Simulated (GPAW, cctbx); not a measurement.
# TiTlTe2: what bonding does to one electron reflection, worked out

TiTlTe2, I4/mcm (no. 140), a = 8.7009 Å, b = 8.7009 Å, c = 6.8392 Å, α = 90.00°, β = 90.00°, γ = 90.00°.

| atom | mult. | x | y | z |
| --- | --- | --- | --- | --- |
| Tl1 | 4 | 0 | 0 | 1/4 |
| Te1 | 8 | 0.6682 | 0.8318 | 1/2 |
| Ti1 | 4 | 1/2 | 0 | 3/4 |

The cell comes from substitution in a known structure type and wasn't matched to any measured phase.

A DFT run (GPAW, PBE, 450 eV, 5×5×5 k-points, Fermi–Dirac width 0.1 eV) gives the static X-ray structure factor of 211 as 269.258 e for the conventional cell; superposed free atoms give 268.580 e. **Problem.** Find the Fourier component V of the crystal potential and the two-beam extinction distance at 300 kV in both cases.

**1. Geometry**

The cell volume is Ω = 517.76 Å³ and d(211) = 3.3821 Å, so g = 1/d = 0.2957 Å⁻¹.

**2. The nuclei**

Electrons feel nuclei as well as electrons, so the nuclear charges are summed with the same phases.

Phase sums Σ exp(2πi h·x), turned so that the total is real and positive: Tl 0.000, Te +5.965, Ti 0.000. Then F_Z = 81 × (0.000) + 52 × (+5.965) + 22 × (0.000) = 310.20 e. The electron term has the same sign for this reflection.

**3. Mott–Bethe**

Poisson's equation, term by term, gives V = (e/4πε₀)(F_Z − F)/(πΩg²), with e/4πε₀ = 14.3996 V Å.

The prefactor is 14.3996 × 3.3821²/(π × 517.76) = 0.10126 V per electron. Free atoms: (310.20 − 268.580) × 0.10126 = 4.214 V. Crystal: (310.20 − 269.258) × 0.10126 = 4.145 V. F changes by +0.25 % and V by -1.6 %: the same 0.68 e is measured against F_Z − F = 41.6 e in place of F = 268.6 e.

**4. Extinction distance**

In the two-beam case ξ = 1/(λU) with U = 2γm₀eV/h², that is ξ = 150.41 V Å²/(γλV).

At 300 kV, λ = 0.01969 Å and γ = 1.5871. Free atoms: ξ = 1142 Å. Crystal: ξ = 1161 Å. The thickness fringes go as sin²(πt/ξ), so the two patterns slip by a quarter of a period when t|1/ξ₁ − 1/ξ₀| = 1/4, at t ≈ 1753 nm, thicker than usual samples. Thermal motion, absorption and many-beam coupling, left out here, change a real pattern.

**5. Answer**

V(211) is 4.15 V against 4.21 V, and ξ is 1161 against 1142 Å. Limits: static atoms, two beams.
